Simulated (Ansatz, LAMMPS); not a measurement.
## Electronic structure of Mg2+ triflate in trimethyl phosphate and diglyme at 300 K (131 atoms)

Aim: energy, forces, charges and density of states of Mg2+ triflate in trimethyl phosphate and diglyme at 300 K (131 atoms) at a fixed geometry.

Main program and level: Ansatz 0.2.0; Kohn-Sham DFT, PBE+D3(BJ), PAW (set soft_2), plane waves.

**1. Starting point**

The cell holds 131 atoms: 26 C, 28 O, 64 H, 4 P, 2 S, 6 F and 1 Mg. Cell: a = 11.481 Å, b = 11.481 Å, c = 11.481 Å, α = 90.0°, β = 90.0°, γ = 90.0°. 4 trimethyl phosphate, 2 diglyme, 1 Mg2+, 2 triflate placed at random, at 1.26 g/cm³; overlaps pushed apart, then 10 ps at 550 K with divalent ions of Li, Roberts, Chakravorty and Merz (J. Chem. Theory Comput. 9, 2733 (2013)); MMFF94 bonds, angles, torsions, charges and radii (Halgren, J. Comput. Chem. 17, 490 (1996)) in harmonic and 12-6 forms; charges of ions scaled by 0.8. Snapshot after 30 ps at 300 K and fixed volume.

Limits known from the start: The network of contacts between molecules at the start is that of the classical potential that made the cell, and needn't be the one that DFT or experiment would give. The density was typed from a rule of thumb and may lie off the real one at this temperature. Sampling is at Γ alone, for a cell whose shortest periodic width is 11 Å.

**2. Making the structure**

A classical potential supplies the starting structure, since it reaches far longer times than DFT.

This step: classical MD, divalent ions of Li, Roberts, Chakravorty and Merz (J. Chem. Theory Comput. 9, 2733 (2013)); MMFF94 bonds, angles, torsions, charges and radii (Halgren, J. Comput. Chem. 17, 490 (1996)) in harmonic and 12-6 forms; charges of ions scaled by 0.8 (LAMMPS 22 Jul 2025 - Update 4).

File in.lmp:

```
# Mg2+ triflate in trimethyl phosphate and diglyme
units real
atom_style full
boundary p p p
bond_style harmonic
angle_style harmonic
dihedral_style opls
improper_style harmonic
special_bonds lj 0 0 0.5 coul 0 0 0.75
read_data data.lmp
neigh_modify delay 0 every 1 check yes one 4000
comm_modify cutoff 12.0
timestep 0.5
thermo_style custom step time temp pe press density
thermo_modify norm yes
# push overlapping molecules apart
pair_style soft 2.6
pair_coeff * * 0.0
variable a equal ramp(1,60)
fix ad all adapt 1 pair soft a * * v_a
velocity all create 550 82305 mom yes dist gaussian
fix lim all nve/limit 0.03
fix lan all langevin 550 550 50 82306 zero yes
thermo 1000
run 3000 post no
unfix ad
pair_style lj/cut/coul/long 9.0
pair_modify mix arithmetic tail yes
pair_coeff 1 1 0.0678 3.3680   # C
pair_coeff 2 2 0.0763 3.0430   # O
pair_coeff 3 3 0.0216 2.5400   # H
pair_coeff 4 4 0.2596 3.1940   # P
pair_coeff 5 5 0.0763 3.0960   # O
pair_coeff 6 6 0.2681 3.4180   # S
# [... 20 lines left out ...]
compute msd all msd com yes
thermo 7500
fix md all nvt temp 300 300 100
run 30000 post no
print "== T300: mean square displacement over the hold $(c_msd[4]:%.2f) A^2"
unfix md
uncompute msd
write_dump all custom T300.dump id type xs ys zs modify sort id
```

On the command line:

```console
lmp -in in.lmp -log none -nocite
```

Numbers of over 12 decimals in the logs are rounded to 6 here.

Log:

```text
LAMMPS (22 Jul 2025 - Update 4)
Reading data file ...
  orthogonal box = (0 0 0) to (11.48111 11.48111 11.48111)
  131 atoms
  orthogonal box = (0 0 0) to (11.48111 11.48111 11.48111)
  122 bonds
  210 angles
  162 dihedrals
WARNING: Bond/angle/dihedral extent > half of periodic box length
   Step          Time           Temp          PotEng         Press         Density
         0   0              550            0.80796039     3281.6512      1.2629994
      1000   500            551.35057      2.0776984      11464.138      1.2629994
      2000   1000           494.34037      2.119577       13812.763      1.2629994
      3000   1500           486.71551      2.231853       17985.905      1.2629994
WARNING: Bond/angle/dihedral extent > half of periodic box length
Loop time of 0.228864 s on 1 MPI rank(s) for 3000 steps with 131 atoms
PPPM initialization ...
WARNING: System is not charge neutral, net charge = -0.00016
[... 33 lines left out ...]
Loop time of 4.27192 s on 1 MPI rank(s) for 10000 steps with 131 atoms
WARNING: Bond/angle/dihedral extent > half of periodic box length
   Step          Time           Temp          PotEng         Press         Density
[... 4 lines left out ...]
WARNING: Bond/angle/dihedral extent > half of periodic box length
Loop time of 2.1226 s on 1 MPI rank(s) for 5000 steps with 131 atoms
WARNING: Bond/angle/dihedral extent > half of periodic box length
   Step          Time           Temp          PotEng         Press         Density
[... 2 lines left out ...]
     30000   29000          327.90436     -2.7938123      1433.9571      1.2629994
     37500   36500          298.50459     -2.8300935     -6719.0816      1.2629994
     45000   44000          291.9043      -2.7870952      358.3533       1.2629994
     47000   46000          324.78737     -2.8640927      1704.5455      1.2629994
WARNING: Bond/angle/dihedral extent > half of periodic box length
Loop time of 12.6144 s on 1 MPI rank(s) for 30000 steps with 131 atoms
== T300: mean square displacement over the hold 5.38 A^2
```

It took 20 s on 1 thread of Arm Neoverse V2, shared host; peak memory 0.12 GiB.

The input also reads data.lmp (atoms, bonds and types; not printed here).

**3. Plane-wave single point**

One self-consistent run at the given positions yields energy and forces.

File input.yaml:

```yaml
crystal:
  lattice:
    - [11.48111, 0.0, 0.0]
    - [0.0, 11.48111, 0.0]
    - [0.0, 0.0, 11.48111]
  atoms:
    - { symbol: C, position: [0.26697, 0.89344, 0.40478] }
    - { symbol: O, position: [0.21407, 0.78526, 0.36595] }
    - { symbol: C, position: [0.27494, 0.72075, 0.28879] }
    - { symbol: C, position: [0.28914, 0.78745, 0.17534] }
    - { symbol: O, position: [0.31724, 0.71194, 0.08011] }
    - { symbol: C, position: [0.31548, 0.79315, 0.98298] }
    - { symbol: C, position: [0.39248, 0.7415, 0.88778] }
    - { symbol: O, position: [0.50935, 0.72823, 0.93215] }
    - { symbol: C, position: [0.57894, 0.82173, 0.893] }
    - { symbol: H, position: [0.21675, 0.93568, 0.46953] }
    - { symbol: H, position: [0.26861, 0.94932, 0.32857] }
    - { symbol: H, position: [0.34679, 0.87086, 0.4408] }
    - { symbol: H, position: [0.35822, 0.69336, 0.32564] }
    - { symbol: H, position: [0.22627, 0.64268, 0.26604] }
    - { symbol: H, position: [0.20328, 0.82707, 0.15862] }
    - { symbol: H, position: [0.35036, 0.85458, 0.18869] }
    - { symbol: H, position: [0.34127, 0.88134, 0.00591] }
    - { symbol: H, position: [0.22184, 0.79413, 0.95689] }
    - { symbol: H, position: [0.36137, 0.6496, 0.88608] }
    - { symbol: H, position: [0.38764, 0.78385, 0.80434] }
    - { symbol: H, position: [0.53171, 0.90155, 0.88592] }
    - { symbol: H, position: [0.60971, 0.80972, 0.80126] }
    - { symbol: H, position: [0.65105, 0.83588, 0.95368] }
    - { symbol: C, position: [0.18494, 0.77668, 0.65177] }
    - { symbol: O, position: [0.07835, 0.78194, 0.5858] }
    - { symbol: C, position: [0.99383, 0.8584, 0.64809] }
    - { symbol: C, position: [0.04712, 0.96632, 0.69844] }
    - { symbol: O, position: [0.09449, 0.95088, 0.81174] }
    - { symbol: C, position: [0.12116, 0.06587, 0.86185] }
    - { symbol: C, position: [0.01214, 0.10347, 0.93298] }
    - { symbol: O, position: [0.94505, 0.18064, 0.86256] }
    - { symbol: C, position: [0.83544, 0.18907, 0.91196] }
    [... 93 atom lines left out ...]
    - { symbol: O, position: [0.04591, 0.0347, 0.27809] }
    - { symbol: C, position: [0.81538, 0.9959, 0.2793] }
    - { symbol: F, position: [0.78888, 0.1029, 0.23856] }
    - { symbol: F, position: [0.73142, 0.96266, 0.35585] }
    - { symbol: F, position: [0.81105, 0.92662, 0.1849] }
    - { symbol: Mg, position: [0.05266, 0.71575, 0.41475] }
kpoints:
  mp_grid: { grid: [1, 1, 1] }
hamiltonian:
  xc: pbe
  dispersion: d3bj
scf:
  occupations: { method: gaussian, width: 0.05 }
output:
  forces: true
  stress: true
  populations: intrinsic
  dos:
    method: { smearing: { sigma: 0.15 } }
    de: 0.1
    projected: { site_lists: { C: [C], F: [F], H: [H], Mg: [Mg], O: [O] } }
  eigenvalues: true
  write_density: true
  write_potential: true
  volumetric_format: npy
```

On the command line:

```console
ansatz run input.yaml --threads 8 --pin off --max-ram 15872MiB --backend cpu --events-out ev --progress --plain --runs-dir out
```

Log:

```text
Engine: ansatz 0.2.0, aarch64-unknown-linux-gnu
Pseudopotentials: kind: paw
Pseudopotential: C, paw, valence charge 4, recommended cutoff 420 eV (normal), C.paw.azcp
Pseudopotential: O, paw, valence charge 6, recommended cutoff 420 eV (normal), O.paw.azcp
Pseudopotential: H, paw, valence charge 1, recommended cutoff 420 eV (normal), H.paw.azcp
Pseudopotential: P, paw, valence charge 5, recommended cutoff 420 eV (normal), P.paw.azcp
Pseudopotential: S, paw, valence charge 6, recommended cutoff 420 eV (normal), S.paw.azcp
Pseudopotential: F, paw, valence charge 7, recommended cutoff 420 eV (normal), F.paw.azcp
Pseudopotential: Mg, paw, valence charge 10, recommended cutoff 420 eV (normal), Mg.paw.azcp
Functional definition: PBE
  parameter kappa = 0.804
  parameter beta = 0.066725
  exchange = pbe_x(kappa = kappa, mu = beta*pi^2/3)
  correlation = pbe_c(beta = beta)
Crystal: 131 atoms, lattice volume = 1513.393 Å³
Basis set: ecut = 420 eV, 29423 PW (Γ), exchange–correlation on 160×160×160 points (8 copies of the dense FFT grid, shifted against one another)
Bands: 341, of which v1, the nominal top of the filled ones, is band 210 counted from 1 (209 counted from 0)
Symmetry: 1 space group operations
Space group: P1 (ITA 1), of the structure as read, at distance tolerance 1.1e-4 Å
k-points: 1
Non-local potential: C, projectors of the file, l = 0: 2, l = 1: 2, l = 2: 1
Non-local potential: O, projectors of the file, l = 0: 2, l = 1: 2, l = 2: 1
Non-local potential: H, projectors of the file, l = 0: 2, l = 1: 1
Non-local potential: P, projectors of the file, l = 0: 2, l = 1: 2, l = 2: 2
Non-local potential: S, projectors of the file, l = 0: 2, l = 1: 2, l = 2: 2
Non-local potential: F, projectors of the file, l = 0: 2, l = 1: 2, l = 2: 1
Non-local potential: Mg, projectors of the file, l = 0: 3, l = 1: 2, l = 2: 1
PAW form: soft (Blöchl's): semilocal exchange-correlation on the pseudo side does not see the compensation charge
PAW one-centre angular grid: C, 110 points (default); XC on 64 Gauss nodes
PAW one-centre angular grid: O, 110 points (default); XC on 64 Gauss nodes
PAW one-centre angular grid: H, 110 points (default); XC on 64 Gauss nodes
PAW one-centre angular grid: P, 110 points (default); XC on 64 Gauss nodes
PAW one-centre angular grid: S, 110 points (default); XC on 64 Gauss nodes
PAW one-centre angular grid: F, 110 points (default); XC on 64 Gauss nodes
PAW one-centre angular grid: Mg, 110 points (default); XC on 64 Gauss nodes
Initial density: superposition of atomic densities (neutral atoms: chi_scale 0, normalization atom), corrected by the library's trained network
Initial wavefunctions: pseudopotential atomic-orbital guess
Functional: x = pbe(κ = 0.804, μ = 0.219515), c = pbe(β = 0.066725)
SCF iter   1: F=—  HF=-35032.019953 eV  |F-HF|=—  |Δ(HF+E_count)|=         —  Δρ=4.76e-3  dr2=4.23e-1  ethr=1.77e-3  ⟨swp⟩=7.0  Hψ=1667  notcnv=0  defer=103
preconditioner: auto → Resta (q_TF=auto, 2.203 Å⁻¹)  ε∞=2.4  [insulator: Δε(μ)=4.651 eV  Ē_g=16.209 eV  σ=0.050 eV  W_gap=1.00  n_scr=256 (ndim 8)  ℏωp=19.1 eV  f_vac=0.296  D(μ)=0.00/eV (n_scr^D=0)  ε∞_Penn≈2.4]
SCF iter   2: F=—  HF=-35031.926938 eV  |F-HF|=—  |Δ(HF+E_count)|=   9.30e-2  Δρ=2.48e-3  dr2=9.77e-2  ethr=1.01e-4  ⟨swp⟩=2.0  Hψ=570  notcnv=0  defer=127
SCF iter   3: F=—  HF=-35031.928939 eV  |F-HF|=—  |Δ(HF+E_count)|=   2.00e-3  Δρ=1.30e-3  dr2=3.28e-2  ethr=2.33e-5  ⟨swp⟩=2.0  Hψ=402  notcnv=0  defer=127
SCF iter   4: F=—  HF=-35031.924136 eV  |F-HF|=—  |Δ(HF+E_count)|=   4.80e-3  Δρ=4.62e-4  dr2=4.31e-3  ethr=7.82e-6  ⟨swp⟩=3.0  Hψ=436  notcnv=0  defer=127
SCF iter   5: F=—  HF=-35031.923454 eV  |F-HF|=—  |Δ(HF+E_count)|=   6.82e-4  Δρ=3.08e-4  dr2=1.41e-3  ethr=1.03e-6  ⟨swp⟩=3.0  Hψ=574  notcnv=0  defer=125
SCF iter   6: F=—  HF=-35031.923126 eV  |F-HF|=—  |Δ(HF+E_count)|=   3.28e-4  Δρ=8.94e-5  dr2=1.13e-4  ethr=3.37e-7  ⟨swp⟩=3.0  Hψ=454  notcnv=0  defer=125
SCF iter   7: F=—  HF=-35031.923123 eV  |F-HF|=—  |Δ(HF+E_count)|=   3.04e-6  Δρ=3.27e-5  dr2=1.56e-5  ethr=2.69e-8  ⟨swp⟩=3.0  Hψ=401  notcnv=0  defer=125
SCF iter   8: F=—  HF=-35031.923210 eV  |F-HF|=—  |Δ(HF+E_count)|=   8.66e-5  Δρ=1.66e-5  dr2=3.58e-6  ethr=3.71e-9  ⟨swp⟩=3.0  Hψ=461  notcnv=0  defer=125
SCF iter   9: F=—  HF=-35031.923209 eV  |F-HF|=—  |Δ(HF+E_count)|=   6.94e-7  Δρ=4.89e-6  dr2=3.63e-7  ethr=8.52e-10  ⟨swp⟩=3.0  Hψ=429  notcnv=0  defer=125
SCF iter  10: F=-35031.923209 eV  HF=-35031.923209 eV  |F-HF|=6.37e-8  |Δ(HF+E_count)|=   1.87e-8  Δρ=2.54e-6  dr2=8.93e-8  ethr=2.38e-11  ⟨swp⟩=25.0  Hψ=3526  notcnv=0
SCF 1 converged in 10 iterations: F = -35031.923209 eV  dr2 = 8.93e-8
  greatest PAW one-centre occupation: 1.000 electrons in one spin orbital (limit 2), on the Mg atom at site 130 (counted from 0), in its partial waves of l = 0
WARN: The input density's exchange-correlation potential varies sharply where the density is thin. Do not read a vacuum level from v_tot or v_xc, or from such a field of the output density. On a cell that repeats whose density bears no net charge and no dipole along the vacuum's axis use v_es (v_loc + v_h of the components); [...]
SCF converged after 10 iterations
Free energy (F): -35031.923209 eV
Harris-Foulkes:  -35031.923209 eV  (|F-HF|=6.37e-8)
Internal energy: -35031.923209 eV  (E = F + TS)
E sigma→0 (E₀):  -35031.923209 eV
Fermi energy:    1.897967 eV
--- Per-component energies (eV) ---
  E_band       = -3921.515123
  E_kinetic    = 10056.581579
  E_local      = -42916.875916  (includes V_loc(G=0)·N_el)
  E_nonlocal   = 2867.981223
  E_hartree    = 16881.258032
  E_xc         = -4840.910470
  E_vxc        = -5996.235185  (∫ρ·V_xc dr)
  E_paw        = -12025.726236  (= ΣΔE_a)
  E_vpaw       = -1695.470685  (= ΣTr[D̂ρ^β])
  E_aug_tail   = -0.007921  (compensation charges beyond the density's cutoff)
  E_ewald      = -5047.274169
  E_disp       = -6.949332  (pairwise vdW)
  E_smearing   = -0.000000  (= −TS)
  E_closure    = 0.000000  (closes the sum)
  Σ components = -35031.923209   (vs F -35031.923209, Δ=0.00e0)
--- Forces (eV/Å), atoms counted from 1 ---
  atom   1  C     -1.07959254    -0.68419295    -2.00362546
  atom   2  O     -2.32937915     1.16261395     2.48004633
  atom   3  C      1.49912439    -1.07884276    -2.13241918
  atom   4  C     -1.29946036    -1.68689333     0.26851358
  atom   5  O      0.53883459     1.79978798     0.43649231
  atom   6  C     -0.73174826    -1.22117179    -1.04839793
  atom   7  C     -0.32221130    -1.81430692     2.01895917
  atom   8  O     -0.18154361     0.51186528    -0.57013176
  atom   9  C      0.78280068    -0.23812768    -0.80497280
  atom  10  H     -1.07657140     0.15917070     0.78803104
  atom  11  H      0.42966424     0.45115543    -0.06504123
  atom  12  H      2.17089093    -0.18148854     0.66864741
  atom  13  H      0.50698849    -0.11950303     0.07184446
  atom  14  H     -0.28471670    -0.34468281     0.26862556
[...]
atom 130  F      0.14691474    -0.42921497     0.08320731
  atom 131  Mg    -0.49634336     0.33862913     0.01398720
  max |Σ_I F_I| component: 4.24e-4 eV/Å
--- Stress (GPa, compression-positive) ---
        1.142264      -0.287123      -0.024523
       -0.287123       0.833787       0.245420
       -0.024523       0.245419       0.926368
  P = ⅓ Tr σ = 0.9675 GPa (9.675 kbar)
--- Band table (eV) ---
  k-point 0: bands = ["-73.4122", "-40.1894", "-40.1760", "-40.1613", [... 325 levels ...], "10.5621", "10.6154", "10.6602", "10.7136", "10.7293", "10.7638", "10.7791", "10.8218", "10.8734", "10.9410", "11.0054", "11.0554"]
--- intrinsic populations: 131 sites ---
  site symbol       q [e]
     0      C      4.3276
     1      O      6.4318
     2      C      4.1297
[...]
130     Mg      8.3807
  spilling = 0.000000 (of n_electrons = 420.000000)
```

The job ended after 11 s (8 threads of Arm Neoverse V2, shared host; peak memory 1.9 GiB; 77 s of CPU time).

The column dr2 measures how far the density is from self-consistency, as an energy; F and HF (Harris–Foulkes) agree once it is small.

The program notes that the exchange-correlation potential is rough where the density is thin.

Read from the output:

```
free energy                                      : -35031.9232 eV
free energy per atom                             : -267.4193 eV/atom
SCF cycles                                       : 10
pressure                                         : 0.9675 GPa
r.m.s. force component                           : 0.9236 eV/Å
longest force                                    : 4.272 eV/Å
Fermi energy                                     : 1.898 eV
gap (highest filled to lowest empty level) : 4.411 eV
```

Neighbours are counted within 1.34 Å (H-C), 1.73 Å (O-C), 2.08 Å (O-P), 1.88 Å (O-S), 2.52 Å (O-Mg), 1.85 Å (C-C), 1.62 Å (C-F), 2.21 Å (C-S).

Length of the force by element and coordination:

| element | coordination | atoms | mean length of the force (eV/Å) | spread | least | most |
| --- | --- | --- | --- | --- | --- | --- |
| C | all | 26 | 1.95 | 0.637 | 0.684 | 3.61 |
| F | all | 6 | 0.676 | 0.270 | 0.350 | 1.06 |
| H | all | 64 | 0.914 | 0.547 | 0.185 | 2.99 |
| Mg | all | 1 | 0.601 | 0 | 0.601 | 0.601 |
| O | all | 28 | 1.90 | 1.06 | 0.551 | 4.27 |
| O | 1 | 6 | 1.40 | 0.691 | 0.627 | 2.36 |
| O | 2 | 20 | 1.98 | 1.10 | 0.551 | 4.27 |
| O | 3 | 2 | 2.60 | 0.992 | 1.61 | 3.60 |
| P | all | 4 | 1.59 | 0.873 | 0.148 | 2.31 |
| S | all | 2 | 1.47 | 0.360 | 1.11 | 1.83 |

Intrinsic-atomic-orbital charges by element and coordination:

| element | coordination | atoms | mean charge (e) | spread | least | most |
| --- | --- | --- | --- | --- | --- | --- |
| C | all | 26 | -0.190 | 0.231 | -0.337 | 0.576 |
| F | all | 6 | -0.273 | 0.0197 | -0.301 | -0.238 |
| H | all | 64 | 0.181 | 0.0169 | 0.135 | 0.213 |
| Mg | all | 1 | 1.62 | 0 | 1.62 | 1.62 |
| O | all | 28 | -0.693 | 0.208 | -1.00 | -0.392 |
| O | 1 | 6 | -0.925 | 0.0098 | -0.937 | -0.908 |
| O | 2 | 20 | -0.649 | 0.189 | -1.00 | -0.392 |
| O | 3 | 2 | -0.443 | 0.0109 | -0.454 | -0.432 |
| P | all | 4 | 2.07 | 0.0243 | 2.03 | 2.10 |
| S | all | 2 | 2.25 | 0.0194 | 2.23 | 2.27 |

Density of states as counts of states in windows of 1 eV (from the Fermi level), total and the larger projections:

| from (eV) | to (eV) | total | O p | C p | H s | F p | C s |
| --- | --- | --- | --- | --- | --- | --- | --- |
| -14 | -13 | 13.9 | 2.5 | 0.8 | 3.7 | 0.0 | 5.3 |
| -13 | -12 | 4.6 | 0.4 | 0.8 | 0.4 | 1.1 | 0.5 |
| -12 | -11 | 19.5 | 2.8 | 4.1 | 3.4 | 3.3 | 2.8 |
| -11 | -10 | 10.9 | 2.8 | 2.2 | 0.8 | 2.9 | 0.3 |
| -10 | -9 | 26.2 | 9.9 | 8.5 | 3.3 | 0.4 | 0.6 |
| -9 | -8 | 39.2 | 14.4 | 14.6 | 6.0 | 1.0 | 0.4 |
| -8 | -7 | 52.6 | 15.8 | 16.2 | 7.0 | 9.5 | 0.2 |
| -7 | -6 | 28.2 | 5.1 | 7.1 | 4.2 | 10.2 | 0.2 |
| -6 | -5 | 35.8 | 15.8 | 9.7 | 6.5 | 1.1 | 0.1 |
| -5 | -4 | 44.9 | 29.1 | 6.7 | 6.1 | 0.4 | 0.2 |
| -4 | -3 | 26.6 | 20.5 | 2.2 | 2.2 | 0.6 | 0.2 |
| -3 | -2 | 12.5 | 9.9 | 0.9 | 1.4 | 0.0 | 0.0 |
| -2 | -1 | 0.1 | 0.1 | 0.0 | 0.0 | 0.0 | 0.0 |
| -1 | 2 | 0.0 | 0.0 | 0.0 | 0.0 | 0.0 | 0.0 |
| 2 | 3 | 9.8 | 0.9 | 1.9 | 1.8 | 0.0 | 0.7 |
| 3 | 4 | 25.4 | 1.6 | 4.5 | 5.4 | 0.3 | 2.3 |
| 4 | 5 | 38.8 | 3.5 | 8.1 | 6.3 | 0.9 | 2.2 |

Between -26 and -14 eV lie 85 more states.

About 20 of the 420 electrons lie in deeper levels, below the stored range.

Not all projections were asked for or kept, so they needn't add up to the total.

The levels nearest the highest filled one (over half full), pooled over k-points and spins:

| level less the highest filled one (eV) | occupation |
| --- | --- |
| -0.731 | 2 |
| -0.615 | 2 |
| -0.473 | 2 |
| -0.258 | 2 |
| -0.0494 | 2 |
| 0 | 2 |
| 4.41 | 0 |
| 4.63 | 0 |
| 4.89 | 0 |
| 5.05 | 0 |
| 5.17 | 0 |
| 5.23 | 0 |

Electrostatic potential energy in the ab plane at fractional z = 0.169, with atoms of C and H and O and P and F within 0.2 Å of it. With pseudopotentials it is smooth inside the atoms' cores, unlike the true potential.

Ten even steps from '0' (-43 eV) to '9' (7 eV), each cell a mean:
```
99999999999999999999999984369999
99999999999999999999999960038999
99999999998689999999999984369999
99999835655379999999999999999999
99999844100689999999999999999999
99999997201799999999999999999999
99999998767899999999999999999999
89999999999999999999999999999988
57999999999999999999999999998754
04899999999999999999999999877400
04799999999999999999999999877300
36899999999999999999999999998631
14899999999999999999999999999861
02899999999999999999999999999840
37999999999987788998899999998874
99999999745752137899999999999889
99999987301520004899999999999999
99985642334730016899999999999999
99961431478875325899999999999999
99998887889997200699999999999999
99999999999999412899999999999999
99999999999999989999999999999999
99999999999999999999999999999999
99999999999999999999999999999999
```
Columns run along a (11.5 Å; values clipped at the 3rd and 97th percentile), rows up along b (11.5 Å). Atoms in or near the plane, at fractional coordinates: C at (0.29, 0.79), H at (0.20, 0.83), O at (0.00, 0.43), P at (0.97, 0.57), P at (0.44, 0.29), O at (0.48, 0.17), H at (0.14, 0.23), F at (0.81, 0.93).

[end of part 1 of 2]

[Logs are printed without paths, hosts, clocks, repeated set-up lines and the standing remarks that a program may print on its own settings, such as how far it seeks lower states.]

[Hosts, paths, dates, database ids (printed as entryN), source tags and the programs' standing remarks are cut or masked in the printed files.]

[The MMFF94 radii named for the starting cell were scaled by 0.96; in molecules described by MMFF94, hydrogen bound to N, O or S took a small fixed 12-6 site in their place.]
